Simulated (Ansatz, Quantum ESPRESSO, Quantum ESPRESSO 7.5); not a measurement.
# The work function of Rh(100), 5 layers, one monolayer of Si on hollow sites, level by level

How much energy does it take to lift an electron out of Rh(100), 5 layers, one monolayer of Si on hollow sites, and how far do the settings matter?

Calculated with Quantum ESPRESSO 7.5; plane-wave DFT, PBE, GBRV ultrasoft pseudopotentials (geometry and cross-check by Ansatz 0.2.0 with PAW datasets; geometry under PBE).

## Step 1: Starting point

The cell holds 6 atoms: 5 Rh and 1 Si. Its edges and angles: a = 2.687 Å, b = 2.687 Å, c = 26.600 Å, α = 90.0°, β = 90.0°, γ = 90.0°. It derives from Rh. Vacuum lies along c.

## Step 2: Geometry from Ansatz

A relaxation in Ansatz fixes the structure of this slab for the runs on it.

input.yaml reads:

```yaml
crystal:
  lattice:
    - [2.6870057685, 0.0, 0.0]
    - [0.0, 2.6870057685, 0.0]
    - [0.0, 0.0, 26.6]
  atoms:
    - { symbol: Rh, position: [0.0, 0.0, 0.3120300752] }
    - { symbol: Rh, position: [0.5, 0.5, 0.3834586466] }
    - { symbol: Rh, position: [0.0, 0.0, 0.454887218] }
    - { symbol: Rh, position: [0.5, 0.5, 0.5263157895] }
    - { symbol: Rh, position: [0.0, 0.0, 0.5977443609] }
    - { symbol: Si, position: [0.5, 0.5, 0.6605488231] }
kpoints:
  mp_grid: { grid: [10, 10, 1] }
hamiltonian:
  xc: pbe
scf:
  occupations: { method: fermi_dirac, width: 0.1 }
  convergence: { dr2_threshold: 1.0e-08 }
efield:
  axis: 3
  dipole_correction: true
  ramp_position: 0.97
  ramp_width: 0.04
relax:
  f_tol: 0.01
  constraints: [{ sites: [0, 1, 2] }]
output:
  write_potential: true
  write_density: true
  volumetric_format: npy
```

On the command line:

```bash
$ ansatz run input.yaml --threads 4 --pin off --max-ram 8192MiB --backend cpu --events-out ev --progress --plain --runs-dir out
```

Numbers of over 12 decimals in the logs are rounded to 6 here.

What it wrote:

```text
Engine: ansatz 0.2.0, aarch64-unknown-linux-gnu
Pseudopotentials: kind: paw
Pseudopotential: Rh, paw, valence charge 17, recommended cutoff 420 eV (normal), Rh.paw.azcp
Pseudopotential: Si, paw, valence charge 4, recommended cutoff 420 eV (normal), Si.paw.azcp
Functional definition: PBE
  parameter kappa = 0.804
  parameter beta = 0.066725
  exchange = pbe_x(kappa = kappa, mu = beta*pi^2/3)
  correlation = pbe_c(beta = beta)
Crystal: 6 atoms, lattice volume = 192.052 Å³
Basis set: ecut = 420 eV, 3797 PW (Γ), exchange–correlation on 36×36×360 points (8 copies of the dense FFT grid, shifted against one another)
Bands: 54, of which v1, the nominal top of the filled ones, is band 45 counted from 1 (44 counted from 0)
Symmetry: 8 space group operations
Space group: P4mm (ITA 99), of the structure as read, at distance tolerance 5.8e-5 Å
k-points: 21 of 100
Non-local potential: Rh, projectors of the file, l = 0: 3, l = 1: 2, l = 2: 2, l = 3: 1
Non-local potential: Si, projectors of the file, l = 0: 2, l = 1: 2, l = 2: 2
PAW form: soft (Blöchl's): semilocal exchange-correlation on the pseudo side does not see the compensation charge
PAW one-centre angular grid: Rh, 590 points (default); XC on 64 Gauss nodes
PAW one-centre angular grid: Si, 110 points (default); XC on 64 Gauss nodes
Initial density: superposition of atomic densities (neutral atoms: chi_scale 0, normalization atom), corrected by the library's trained network
Initial wavefunctions: pseudopotential atomic-orbital guess
Functional: x = pbe(κ = 0.804, μ = 0.219515), c = pbe(β = 0.066725)
SCF iter   1: F=—  HF=-32649.266463 eV  |F-HF|=—  |Δ(HF+E_count)|=         —  Δρ=9.71e-3  dr2=3.86e0  ethr=1.77e-3  p=0.015 e·Å  D=1.44e-2 V/Å  ΔV_dip=-0.38 eV  dr2_dipole=1.94e0  V_vac-E_F(+/−)=4.42/4.80 eV  ⟨swp⟩=9.5  Hψ=5586  notcnv=0  defer=3
efield: sawtooth ramp at fractional position 0.9700 (set: `efield.ramp_position`, or a place that a band, a saddle search or an elastic batch's reference lends), width 0.0400; the density the first Hamiltonian is built on has a dipole p = 0.015 e·Å; the dipole correction subtracts the counter field D = 1.44e-2 V/Å, which shifts the + side's vacuum level by -0.38 eV against the − side's; the planar-averaged density in the ramp window peaks in size at 1.1e-5 e/Å³
preconditioner: auto → LDOS  [metal: Δε(μ)=0.037 eV  Ē_g=5.796 eV  σ=0.100 eV  W_gap=0.09  n_scr=40 (ndim 8)  ℏωp=18.8 eV  f_vac=0.524  D(μ)=7.22/eV (n_scr^D=58)  β→1.0]
SCF iter   2: F=—  HF=-32649.199714 eV  |F-HF|=—  |Δ(HF+E_count)|=   6.67e-2  Δρ=5.39e-3  dr2=2.83e-1  ethr=1.77e-3  p=-0.025 e·Å  D=-2.37e-2 V/Å  ΔV_dip=0.63 eV  dr2_dipole=7.35e-2  V_vac-E_F(+/−)=5.66/5.03 eV  ⟨swp⟩=2.5  Hψ=1433  notcnv=0  defer=10
SCF iter   3: F=—  HF=-32649.185570 eV  |F-HF|=—  |Δ(HF+E_count)|=   1.41e-2  Δρ=1.99e-3  dr2=3.85e-2  ethr=3.18e-4  p=-0.016 e·Å  D=-1.49e-2 V/Å  ΔV_dip=0.40 eV  dr2_dipole=1.04e-2  V_vac-E_F(+/−)=5.39/5.00 eV  ⟨swp⟩=2.4  Hψ=1744  notcnv=0  defer=11
SCF iter   4: F=—  HF=-32649.182619 eV  |F-HF|=—  |Δ(HF+E_count)|=   2.95e-3  Δρ=3.58e-4  dr2=1.07e-3  ethr=4.33e-5  p=-0.015 e·Å  D=-1.44e-2 V/Å  ΔV_dip=0.38 eV  dr2_dipole=2.87e-4  V_vac-E_F(+/−)=5.41/5.02 eV  ⟨swp⟩=2.1  Hψ=1718  notcnv=0  defer=10
SCF iter   5: F=—  HF=-32649.182636 eV  |F-HF|=—  |Δ(HF+E_count)|=   1.70e-5  Δρ=1.07e-4  dr2=6.29e-5  ethr=1.20e-6  p=-0.015 e·Å  D=-1.44e-2 V/Å  ΔV_dip=0.38 eV  dr2_dipole=6.33e-6  V_vac-E_F(+/−)=5.42/5.04 eV  ⟨swp⟩=2.1  Hψ=1642  notcnv=0  defer=10
SCF iter   6: F=—  HF=-32649.182377 eV  |F-HF|=—  |Δ(HF+E_count)|=   2.60e-4  Δρ=3.23e-5  dr2=4.51e-6  ethr=7.07e-8  p=-0.015 e·Å  D=-1.42e-2 V/Å  ΔV_dip=0.38 eV  dr2_dipole=5.12e-9  V_vac-E_F(+/−)=5.42/5.04 eV  ⟨swp⟩=2.3  Hψ=1713  notcnv=0  defer=10
SCF iter   7: F=—  HF=-32649.182380 eV  |F-HF|=—  |Δ(HF+E_count)|=   2.84e-6  Δρ=1.29e-5  dr2=7.87e-7  ethr=5.06e-9  p=-0.015 e·Å  D=-1.40e-2 V/Å  ΔV_dip=0.37 eV  dr2_dipole=1.19e-8  V_vac-E_F(+/−)=5.42/5.05 eV  ⟨swp⟩=2.1  Hψ=1802  notcnv=0  defer=10
SCF iter   8: F=—  HF=-32649.182380 eV  |F-HF|=—  |Δ(HF+E_count)|=   4.95e-9  Δρ=5.26e-6  dr2=1.28e-7  ethr=8.84e-10  p=-0.015 e·Å  D=-1.40e-2 V/Å  ΔV_dip=0.37 eV  dr2_dipole=1.40e-8  V_vac-E_F(+/−)=5.42/5.05 eV  ⟨swp⟩=2.1  Hψ=1660  notcnv=0  defer=10
SCF iter   9: F=-32649.182380 eV  HF=-32649.182380 eV  |F-HF|=6.81e-8  |Δ(HF+E_count)|=   1.08e-7  Δρ=1.49e-6  dr2=8.31e-9  ethr=1.12e-11  p=-0.015 e·Å  D=-1.39e-2 V/Å  ΔV_dip=0.37 eV  dr2_dipole=3.17e-10  V_vac-E_F(+/−)=5.42/5.05 eV  ⟨swp⟩=9.0  Hψ=9137  notcnv=0
SCF 1 converged in 9 iterations: F = -32649.182380 eV  dr2 = 8.31e-9
  greatest PAW one-centre occupation: 1.000 electrons in one spin orbital (limit 2), on the Rh atom at site 4 (counted from 0), in its partial waves of l = 0
relax step   1: F+E_penalty+E_count = -32649.18237994 eV  Δ(F+E_penalty+E_count) = +0.000e0 eV  max|allowed force component| = 7.644e-1 eV/Å  Δτ_max = 0.0000 Å  (9 SCF iters, accepted)
Initial density: handed on by an earlier stage of this run
Initial wavefunctions: those handed on with the density
iter 1 solved again at ethr=2.53e-4 eV; its pass at ethr=3.10e-3 eV (dr2=2.26e-1 eV) is discarded
SCF iter   1: F=—  HF=-32649.265868 eV  |F-HF|=—  |Δ(HF+E_count)|=         —  Δρ=9.79e-3  dr2=2.33e-1  ethr=2.53e-4  p=-0.015 e·Å  D=-1.39e-2 V/Å  ΔV_dip=0.37 eV  dr2_dipole=1.99e-4  V_vac-E_F(+/−)=5.41/5.04 eV  ⟨swp⟩=1.9  Hψ=4915  notcnv=0  defer=5
efield: sawtooth ramp at fractional position 0.9700 (set: `efield.ramp_position`, or a place that a band, a saddle search or an elastic batch's reference lends), width 0.0400; the density the first Hamiltonian is built on has a dipole p = -0.015 e·Å; the dipole correction subtracts the counter field D = -1.39e-2 V/Å, which shifts the + side's vacuum level by +0.37 eV against the − side's; the planar-averaged density in the ramp window peaks in size at 6.7e-6 e/Å³
preconditioner: auto → LDOS  [metal: Δε(μ)=0.054 eV  Ē_g=5.769 eV  σ=0.100 eV  W_gap=0.14  n_scr=40 (ndim 8)  ℏωp=18.8 eV  f_vac=0.517  D(μ)=7.31/eV (n_scr^D=66)  β→1.0]
SCF iter   2: F=—  HF=-32649.248666 eV  |F-HF|=—  |Δ(HF+E_count)|=   1.72e-2  Δρ=5.70e-3  dr2=4.47e-2  ethr=2.53e-4  p=-0.014 e·Å  D=-1.30e-2 V/Å  ΔV_dip=0.34 eV  dr2_dipole=1.80e-3  V_vac-E_F(+/−)=5.39/5.04 eV  ⟨swp⟩=2.2  Hψ=2148  notcnv=0  defer=5
SCF iter   3: F=—  HF=-32649.237396 eV  |F-HF|=—  |Δ(HF+E_count)|=   1.13e-2  Δρ=1.67e-3  dr2=7.02e-3  ethr=5.02e-5  p=-0.015 e·Å  D=-1.41e-2 V/Å  ΔV_dip=0.37 eV  dr2_dipole=9.33e-4  V_vac-E_F(+/−)=5.42/5.05 eV  ⟨swp⟩=2.3  Hψ=2225  notcnv=0  defer=7
[...]
SCF iter   3: F=—  HF=-32649.240764 eV  |F-HF|=—  |Δ(HF+E_count)|=   5.16e-4  Δρ=3.13e-4  dr2=3.13e-4  ethr=3.99e-6  p=-0.015 e·Å  D=-1.39e-2 V/Å  ΔV_dip=0.37 eV  dr2_dipole=3.47e-5  V_vac-E_F(+/−)=5.42/5.05 eV  ⟨swp⟩=2.2  Hψ=1881  notcnv=0  defer=10
SCF iter   4: F=—  HF=-32649.240726 eV  |F-HF|=—  |Δ(HF+E_count)|=   3.83e-5  Δρ=1.43e-4  dr2=1.32e-4  ethr=3.52e-7  p=-0.015 e·Å  D=-1.40e-2 V/Å  ΔV_dip=0.37 eV  dr2_dipole=1.43e-5  V_vac-E_F(+/−)=5.42/5.05 eV  ⟨swp⟩=3.0  Hψ=2199  notcnv=0  defer=10
SCF iter   5: F=—  HF=-32649.240716 eV  |F-HF|=—  |Δ(HF+E_count)|=   1.03e-5  Δρ=7.79e-5  dr2=2.05e-5  ethr=1.48e-7  p=-0.015 e·Å  D=-1.41e-2 V/Å  ΔV_dip=0.38 eV  dr2_dipole=1.68e-6  V_vac-E_F(+/−)=5.42/5.05 eV  ⟨swp⟩=1.4  Hψ=1216  notcnv=0  defer=10
SCF iter   6: F=—  HF=-32649.240426 eV  |F-HF|=—  |Δ(HF+E_count)|=   2.90e-4  Δρ=1.32e-5  dr2=3.22e-7  ethr=2.31e-8  p=-0.015 e·Å  D=-1.41e-2 V/Å  ΔV_dip=0.38 eV  dr2_dipole=1.66e-8  V_vac-E_F(+/−)=5.42/5.05 eV  ⟨swp⟩=2.2  Hψ=1649  notcnv=0  defer=10
SCF iter   7: F=—  HF=-32649.240424 eV  |F-HF|=—  |Δ(HF+E_count)|=   1.41e-6  Δρ=3.48e-6  dr2=3.11e-8  ethr=3.62e-10  p=-0.015 e·Å  D=-1.41e-2 V/Å  ΔV_dip=0.38 eV  dr2_dipole=6.83e-10  V_vac-E_F(+/−)=5.42/5.05 eV  ⟨swp⟩=2.5  Hψ=1954  notcnv=0  defer=10
SCF iter   8: F=-32649.240424 eV  HF=-32649.240424 eV  |F-HF|=1.42e-8  |Δ(HF+E_count)|=   9.45e-8  Δρ=1.53e-6  dr2=4.99e-9  ethr=1.12e-11  p=-0.015 e·Å  D=-1.41e-2 V/Å  ΔV_dip=0.38 eV  dr2_dipole=8.59e-11  V_vac-E_F(+/−)=5.42/5.05 eV  ⟨swp⟩=10.6  Hψ=8517  notcnv=0
SCF 3 converged in 8 iterations: F = -32649.240424 eV  dr2 = 4.99e-9
relax step   3: F+E_penalty+E_count = -32649.24042439 eV  Δ(F+E_penalty+E_count) = -4.731e-3 eV  max|allowed force component| = 6.766e-2 eV/Å  Δτ_max = 0.0497 Å  (8 SCF iters, accepted)
SCF iter   1: F=—  HF=-32649.241004 eV  |F-HF|=—  |Δ(HF+E_count)|=         —  Δρ=2.91e-4  dr2=1.78e-3  ethr=1.02e-6  p=-0.015 e·Å  D=-1.41e-2 V/Å  ΔV_dip=0.38 eV  dr2_dipole=8.87e-4  V_vac-E_F(+/−)=5.42/5.05 eV  ⟨swp⟩=3.2  Hψ=2570  notcnv=0  defer=10
efield: sawtooth ramp at fractional position 0.9700 (set: `efield.ramp_position`, or a place that a band, a saddle search or an elastic batch's reference lends), width 0.0400; the density the first Hamiltonian is built on has a dipole p = -0.015 e·Å; the dipole correction subtracts the counter field D = -1.41e-2 V/Å, which shifts the + side's vacuum level by +0.38 eV against the − side's; the planar-averaged density in the ramp window peaks in size at 4.0e-6 e/Å³
preconditioner: auto → LDOS  [metal: Δε(μ)=0.048 eV  Ē_g=5.816 eV  σ=0.100 eV  W_gap=0.12  n_scr=40 (ndim 8)  ℏωp=18.8 eV  f_vac=0.519  D(μ)=7.37/eV (n_scr^D=66)  β→1.0]
SCF iter   2: F=—  HF=-32649.240986 eV  |F-HF|=—  |Δ(HF+E_count)|=   1.77e-5  Δρ=1.37e-4  dr2=1.05e-4  ethr=1.02e-6  p=-0.015 e·Å  D=-1.44e-2 V/Å  ΔV_dip=0.38 eV  dr2_dipole=1.80e-6  V_vac-E_F(+/−)=5.43/5.05 eV  ⟨swp⟩=1.3  Hψ=1370  notcnv=0  defer=10
SCF iter   3: F=—  HF=-32649.240986 eV  |F-HF|=—  |Δ(HF+E_count)|=   6.72e-9  Δρ=9.73e-5  dr2=6.93e-5  ethr=1.18e-7  p=-0.015 e·Å  D=-1.44e-2 V/Å  ΔV_dip=0.38 eV  dr2_dipole=1.13e-5  V_vac-E_F(+/−)=5.43/5.05 eV  ⟨swp⟩=2.5  Hψ=1745  notcnv=0  defer=10
SCF iter   4: F=—  HF=-32649.240692 eV  |F-HF|=—  |Δ(HF+E_count)|=   2.93e-4  Δρ=2.66e-5  dr2=9.59e-6  ethr=7.79e-8  p=-0.015 e·Å  D=-1.44e-2 V/Å  ΔV_dip=0.38 eV  dr2_dipole=2.47e-6  V_vac-E_F(+/−)=5.43/5.05 eV  ⟨swp⟩=2.0  Hψ=1482  notcnv=0  defer=10
SCF iter   5: F=—  HF=-32649.240681 eV  |F-HF|=—  |Δ(HF+E_count)|=   1.17e-5  Δρ=6.49e-6  dr2=4.35e-7  ethr=1.08e-8  p=-0.015 e·Å  D=-1.44e-2 V/Å  ΔV_dip=0.38 eV  dr2_dipole=5.35e-8  V_vac-E_F(+/−)=5.43/5.05 eV  ⟨swp⟩=2.0  Hψ=1620  notcnv=0  defer=10
SCF iter   6: F=—  HF=-32649.240681 eV  |F-HF|=—  |Δ(HF+E_count)|=   8.82e-8  Δρ=2.30e-6  dr2=3.36e-8  ethr=4.89e-10  p=-0.015 e·Å  D=-1.44e-2 V/Å  ΔV_dip=0.38 eV  dr2_dipole=1.63e-9  V_vac-E_F(+/−)=5.43/5.05 eV  ⟨swp⟩=2.5  Hψ=1890  notcnv=0  defer=10
SCF iter   7: F=-32649.240681 eV  HF=-32649.240681 eV  |F-HF|=3.77e-9  |Δ(HF+E_count)|=   8.04e-8  Δρ=7.20e-7  dr2=2.81e-9  ethr=1.12e-11  p=-0.015 e·Å  D=-1.44e-2 V/Å  ΔV_dip=0.38 eV  dr2_dipole=7.00e-11  V_vac-E_F(+/−)=5.43/5.05 eV  ⟨swp⟩=10.2  Hψ=8284  notcnv=0
SCF 4 converged in 7 iterations: F = -32649.240681 eV  dr2 = 2.81e-9
relax step   4: F+E_penalty+E_count = -32649.24068094 eV  Δ(F+E_penalty+E_count) = -2.565e-4 eV  max|allowed force component| = 4.100e-3 eV/Å  Δτ_max = 0.0045 Å  (7 SCF iters, accepted)
NSCF: frozen V_eff on 21 k-points
the band table was solved once a step of the walk had ended and its energy, with any forces and stress, was formed, with the checks that follow a solve (5689 applications of the Hamiltonian). They found nothing against the state; the energy, forces and stress were not computed again (output.eigenvalues in the input reference)
WARN: The output density's exchange-correlation potential varies sharply where the density is thin. Do not read a vacuum level from v_tot or v_xc, or from such a field of the output density. On a cell that repeats whose density bears no net charge and no dipole along the vacuum's axis use v_es (v_loc + v_h of the components); under efield.dipole_correction with no amplitude use v_es + v_field, which holds any externa [...]
SCF converged after 7 iterations
Free energy (F): -32649.240681 eV
Harris-Foulkes:  -32649.240681 eV  (|F-HF|=3.77e-9)
Internal energy: -32648.993692 eV  (E = F + TS)
E sigma→0 (E₀):  -32649.117187 eV
Entropy (-TS):   -0.246989 eV (-41.165 meV/atom)
Fermi energy:    5.825593 eV
Dipole field:    D = -0.014434 V/Å  (p = -0.015319 e·Å, saw-weighted, corrected)
Work function:   Φ+ = 5.4305 eV   Φ− = 5.0465 eV
Levels:          The Fermi level and band energies are counted from a zero that moves with the ramp; work functions are not
--- Per-component energies (eV) ---
  E_band       = -1814.112140
  E_kinetic    = 2906.854393
  E_local      = -176586.476311  (includes V_loc(G=0)·N_el)
  E_nonlocal   = 1801.263308
  E_hartree    = 86431.273908
  E_xc         = -1163.371532
  E_vxc        = -1437.697174  (∫ρ·V_xc dr)
  E_paw        = -18448.267601  (= ΣΔE_a)
  E_vpaw       = -1359.781244  (= ΣTr[D̂ρ^β])
  E_aug_tail   = 0.004293  (compensation charges beyond the density's cutoff)
  E_efield     = 0.000111  (sawtooth field / dipole correction)
  E_vefield    = -0.834315  (∫n·V_field dr)
  E_ewald      = 72409.725740
  E_smearing   = -0.246989  (= −TS)
  E_closure    = 0.000000  (closes the sum)
  Σ components = -32649.240681   (vs F -32649.240681, Δ=0.00e0)
--- Forces (eV/Å), atoms counted from 1 ---
  atom   1  Rh    -0.00000000     0.00000000     0.22656388
  atom   2  Rh     0.00000000     0.00000000    -0.44158852
  atom   3  Rh    -0.00000000     0.00000000     0.21135796
  atom   4  Rh     0.00000000     0.00000000     0.00410011
  atom   5  Rh     0.00000000     0.00000000     0.00239513
  atom   6  Si     0.00000000     0.00000000    -0.00283077
  max |Σ_I F_I| component: 2.21e-6 eV/Å
--- Band table (eV; the first three rows and the last of 21) ---
  k-point 0: bands = [... 41 lower, 5.0438, 5.3838, 5.6485, 5.6485, 5.6903, 6.1533, 6.2333, 6.4297, ... 5 higher]
  k-point 1: bands = [... 41 lower, 4.9676, 5.1808, 5.3383, 5.3556, 5.7695, 5.8776, 6.0055, 6.2957, ... 5 higher]
  k-point 2: bands = [... 41 lower, 4.9067, 4.9205, 4.9914, 5.1402, 5.6425, 5.8411, 6.3220, 6.3837, ... 5 higher]
  k-point 20: bands = [... 41 lower, 6.8005, 6.8005, 6.8194, 6.8397, 6.8448, 7.0364, 7.3774, 10.0054, ... 5 higher]
--- Relaxed structure (4 steps of the walk, 4 accepted, 0 SCFs on fresh bases) ---
  F+E_penalty+E_count = -32649.24068094 eV   max|allowed force component| = 4.100e-3 eV/Å
  atoms:
    - { symbol: Rh, position: [0.0, 0.0, 0.312030] }
    - { symbol: Rh, position: [0.5, 0.5, 0.3834586466] }
    - { symbol: Rh, position: [0.0, 0.0, 0.454887218] }
    - { symbol: Rh, position: [0.5, 0.5, 0.527133] }
    - { symbol: Rh, position: [0, 0.0, 0.603250] }
    - { symbol: Si, position: [0.5, 0.5, 0.665875] }
```

Wall time 24 s (4 threads of Arm Neoverse V1, shared host); peak memory 0.57 GiB; 91 s of CPU time.

Relaxation path:

```tsv
step	energy less that of the first step (eV)	largest force component (eV/Å)
1	0.0000	0.7644
2	-0.0533	0.1622
3	-0.0580	0.0677
4	-0.0583	0.0041
```

The atoms that moved most (Å):

```tsv
atom	dx	dy	dz	length
Rh5	0.000	0.000	0.146	0.146
Si6	0.000	0.000	0.142	0.142
Rh4	0.000	0.000	0.022	0.022
```

The relaxed structure:

```xyz
6
Lattice="2.6870 0.0000 0.0000 0.0000 2.6870 0.0000 0.0000 0.0000 26.6000" Properties=species:S:1:pos:R:3
Rh    0.0000    0.0000    8.3000
Rh    1.3435    1.3435   10.2000
Rh    0.0000    0.0000   12.1000
Rh    1.3435    1.3435   14.0217
Rh    0.0000    0.0000   16.0465
Si    1.3435    1.3435   17.7123
```

The relaxation lowers the energy by 10 meV an atom. Held were the atoms numbered 1, 2 and 3; the forces quoted are those on the free ones.

Numbers from this step:

```
free energy                     : -32649.2407 eV
energy at zero smearing         : -32649.1172 eV
smearing term TS                : 0.2470 eV
Fermi energy                    : 5.826 eV
symmetry operations             : 8
work function of the upper face : 5.430 eV
work function of the lower face : 5.047 eV
dipole along the normal         : -0.01532 e·Å
```

[end of part 1 of 5]

[Logs are printed without paths, hosts, clocks, repeated set-up lines and the standing remarks that a program may print on its own settings, such as how far it seeks lower states.]

[Hosts, paths, dates, database ids (printed as entryN), source tags and the programs' standing remarks are cut or masked in the printed files.]

[Maps of the electrostatic potential energy from Ansatz leave out the sawtooth potential of an applied field or a dipole correction, so their vacuum need not be flat; planar profiles and work functions include it.]
